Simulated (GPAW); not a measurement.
# Optical response of SiO2 (Stishovite), part 2 of 2

Aim: the dielectric function of SiO2 (Stishovite), and the optical constants that follow from it.

GPAW 26.7.0; DFT, PBE, plane-wave PAW (GPAW data sets), scalar-relativistic, RPA, optical limit.

So far. Step 2 (Ground state): There is a gap, 5.64 eV on this mesh (points off the mesh can give less), so no carriers' term is needed.

## (4) Dielectric function, RPA (continued)

The Im ε has structure finer than the step of the table below, so its rows give means over 0.5 eV, whole bins alone (the curve runs from 0 to 14.0 eV). Peaks (eV: height): E ∥ x 12.18: 4.50; E ∥ z 12.50: 8.38.

Values under the direct gap are tails of Lorentzian lines. The Im ε by photon energy; means over each step:

| photon energy (eV) | E ∥ x | E ∥ z |
| --- | --- | --- |
| 0.5 | 0.00190 | 0.00193 |
| 1.0 | 0.00385 | 0.00391 |
| 1.5 | 0.00590 | 0.00596 |
| 2.0 | 0.00811 | 0.00815 |
| 2.5 | 0.0106 | 0.0105 |
| 3.0 | 0.0134 | 0.0131 |
| 3.5 | 0.0167 | 0.0161 |
| 4.0 | 0.0207 | 0.0196 |
| 4.5 | 0.0260 | 0.0237 |
| 5.0 | 0.0334 | 0.0287 |
| 5.5 | 0.0456 | 0.0351 |
| 6.0 | 0.0789 | 0.0439 |
| 6.5 | 0.214 | 0.0580 |
| 7.0 | 0.443 | 0.0801 |
| 7.5 | 0.688 | 0.171 |
| 8.0 | 0.746 | 0.360 |
| 8.5 | 0.927 | 0.667 |
| 9.0 | 1.34 | 1.08 |
| 9.5 | 2.00 | 1.50 |
| 10.0 | 2.44 | 1.85 |
| 10.5 | 2.33 | 2.65 |
| 11.0 | 2.44 | 3.03 |
| 11.5 | 2.88 | 4.92 |
| 12.0 | 3.84 | 5.95 |
| 12.5 | 4.29 | 7.85 |
| 13.0 | 4.13 | 6.83 |
| 13.5 | 3.89 | 5.60 |

The Re ε by photon energy:

| photon energy (eV) | E ∥ x | E ∥ z |
| --- | --- | --- |
| 0.0 | 3.21 | 3.37 |
| 0.5 | 3.21 | 3.38 |
| 1.0 | 3.22 | 3.39 |
| 1.5 | 3.24 | 3.40 |
| 2.0 | 3.26 | 3.43 |
| 2.5 | 3.29 | 3.46 |
| 3.0 | 3.33 | 3.50 |
| 3.5 | 3.38 | 3.55 |
| 4.0 | 3.44 | 3.60 |
| 4.5 | 3.52 | 3.68 |
| 5.0 | 3.62 | 3.76 |
| 5.5 | 3.74 | 3.87 |
| 6.0 | 3.93 | 4.00 |
| 6.5 | 4.15 | 4.16 |
| 7.0 | 4.27 | 4.38 |
| 7.5 | 4.37 | 4.69 |
| 8.0 | 4.47 | 5.05 |
| 8.5 | 4.65 | 5.22 |
| 9.0 | 5.06 | 5.81 |
| 9.5 | 4.87 | 5.61 |
| 10.0 | 4.43 | 6.18 |
| 10.5 | 4.34 | 6.09 |
| 11.0 | 4.43 | 6.38 |
| 11.5 | 4.74 | 7.19 |
| 12.0 | 4.88 | 5.71 |
| 12.5 | 3.45 | 3.60 |
| 13.0 | 2.96 | 1.50 |
| 13.5 | 2.78 | -0.0119 |

The reflectivity at normal incidence has structure finer than the step of the table below, so its rows give means over 0.5 eV, whole bins alone (the curve runs from 0 to 14.0 eV). Peaks (eV: height): E ∥ x 12.18: 22.3; E ∥ z 13.43: 33.8.

The reflectivity at normal incidence by photon energy; means over each step:

| photon energy (eV) | E ∥ x (%) | E ∥ z (%) |
| --- | --- | --- |
| 0.5 | 8.05 | 8.72 |
| 1.0 | 8.09 | 8.75 |
| 1.5 | 8.15 | 8.82 |
| 2.0 | 8.25 | 8.91 |
| 2.5 | 8.37 | 9.04 |
| 3.0 | 8.53 | 9.19 |
| 3.5 | 8.73 | 9.38 |
| 4.0 | 8.98 | 9.61 |
| 4.5 | 9.28 | 9.89 |
| 5.0 | 9.66 | 10.2 |
| 5.5 | 10.2 | 10.6 |
| 6.0 | 10.9 | 11.1 |
| 6.5 | 11.7 | 11.7 |
| 7.0 | 12.4 | 12.5 |
| 7.5 | 12.8 | 13.5 |
| 8.0 | 13.1 | 14.7 |
| 8.5 | 14.0 | 15.7 |
| 9.0 | 15.6 | 17.3 |
| 9.5 | 16.5 | 17.4 |
| 10.0 | 16.4 | 19.1 |
| 10.5 | 15.8 | 20.5 |
| 11.0 | 16.2 | 21.8 |
| 11.5 | 18.0 | 26.3 |
| 12.0 | 20.8 | 27.3 |
| 12.5 | 21.2 | 32.4 |
| 13.0 | 20.5 | 31.6 |
| 13.5 | 19.6 | 31.3 |

Refractive index n and extinction k against photon energy:

| photon energy (eV) | n, E ∥ x | k, E ∥ x | n, E ∥ z | k, E ∥ z |
| --- | --- | --- | --- | --- |
| 0 | 1.79 | 0 | 1.84 | 0 |
| 1 | 1.79 | 0.00107 | 1.84 | 0.00106 |
| 2 | 1.81 | 0.00224 | 1.85 | 0.00220 |
| 3 | 1.83 | 0.00366 | 1.87 | 0.00351 |
| 4 | 1.86 | 0.00557 | 1.90 | 0.00514 |
| 5 | 1.90 | 0.00872 | 1.94 | 0.00738 |
| 6 | 1.98 | 0.0190 | 2.00 | 0.0109 |
| 7 | 2.07 | 0.109 | 2.09 | 0.0187 |
| 8 | 2.12 | 0.172 | 2.25 | 0.0815 |
| 9 | 2.27 | 0.286 | 2.42 | 0.205 |
| 10 | 2.18 | 0.576 | 2.51 | 0.384 |
| 11 | 2.18 | 0.563 | 2.59 | 0.586 |
| 12 | 2.35 | 0.815 | 2.61 | 1.06 |
| 13 | 2.00 | 1.02 | 2.08 | 1.68 |

The Im ε, E ∥ x has structure finer than the step of the table below, so its rows give means over 0.5 eV, whole bins alone (the curve runs from 0 to 14.0 eV). Peaks (eV: height): with local fields 12.18: 4.50.

Values under the direct gap are tails of Lorentzian lines. Table of Im ε, E ∥ x by photon energy; means over each step:

| photon energy (eV) | without local fields | with local fields |
| --- | --- | --- |
| 0.5 | 0.00198 | 0.00190 |
| 1.0 | 0.00402 | 0.00385 |
| 1.5 | 0.00615 | 0.00590 |
| 2.0 | 0.00844 | 0.00811 |
| 2.5 | 0.0110 | 0.0106 |
| 3.0 | 0.0139 | 0.0134 |
| 3.5 | 0.0172 | 0.0167 |
| 4.0 | 0.0214 | 0.0207 |
| 4.5 | 0.0267 | 0.0260 |
| 5.0 | 0.0341 | 0.0334 |
| 5.5 | 0.0462 | 0.0456 |
| 6.0 | 0.0790 | 0.0789 |
| 6.5 | 0.210 | 0.214 |
| 7.0 | 0.427 | 0.443 |
| 7.5 | 0.657 | 0.688 |
| 8.0 | 0.709 | 0.746 |
| 8.5 | 0.888 | 0.927 |
| 9.0 | 1.31 | 1.34 |
| 9.5 | 1.93 | 2.00 |
| 10.0 | 2.28 | 2.44 |
| 10.5 | 2.19 | 2.33 |
| 11.0 | 2.44 | 2.44 |
| 11.5 | 3.10 | 2.88 |
| 12.0 | 4.26 | 3.84 |
| 12.5 | 4.71 | 4.29 |
| 13.0 | 4.71 | 4.13 |
| 13.5 | 4.67 | 3.89 |

Optical constants at common wavelengths, from n + ik = √ε:

| wavelength (nm) | n x | k x | R (%) x | 1/α x | n z | k z | R (%) z | 1/α z |
| --- | --- | --- | --- | --- | --- | --- | --- | --- |
| 800 | 1.80 | 0.002 | 8.2 | 38 µm | 1.85 | 0.002 | 8.8 | 38 µm |
| 633 | 1.81 | 0.002 | 8.2 | 23 µm | 1.85 | 0.002 | 8.9 | 23 µm |
| 532 | 1.81 | 0.003 | 8.3 | 16 µm | 1.86 | 0.003 | 9.0 | 16 µm |
| 450 | 1.82 | 0.003 | 8.4 | 11 µm | 1.86 | 0.003 | 9.1 | 11 µm |
| 405 | 1.83 | 0.004 | 8.6 | 8.6 µm | 1.87 | 0.004 | 9.2 | 9.0 µm |
| 308 | 1.86 | 0.006 | 9.0 | 4.4 µm | 1.90 | 0.005 | 9.6 | 4.7 µm |
| 248 | 1.90 | 0.009 | 9.7 | 2.3 µm | 1.94 | 0.007 | 10.2 | 2.7 µm |

Below the direct gap, k and the depth come from the tails of the Lorentzian lines, not from transitions.

## (5) Results

| Item | Value |
| --- | --- |
| electronic dielectric constant ε∞, mean over x, y and z (by symmetry where fewer were run) (RPA) | 3.26 |

In words: At this level (PBE, RPA) SiO2 has a mean ε∞ = 3.26 and n = 1.79 at 1550 nm (E ∥ x). On the mesh the gap is 5.64 eV and the least direct gap 5.64 eV. Local fields change the static value along x from 3.31 to 3.21 (-3 %). Distinct maxima of Im ε, read by a parabola through the highest points, lie at 10.00 eV (2.5) and 12.22 eV (4.5) for E ∥ x. The static values by axis are 3.21 (x), 3.37 (z). Excitons and phonon-assisted transitions are missing; PBE gaps are as a rule too small, which pulls the onset down and ε∞ up. The sum runs over mesh points, so small or evenly spaced maxima can still be ripples of the mesh. In this version of GPAW the matrix elements of the optical limit are incomplete, which can lower ε − 1 by up to a tenth where first-row anions or d states rule, and shift it by more in d metals.

[Hosts, paths, dates, database ids (printed as entryN), source tags and the programs' standing remarks are cut or masked in the printed files.]
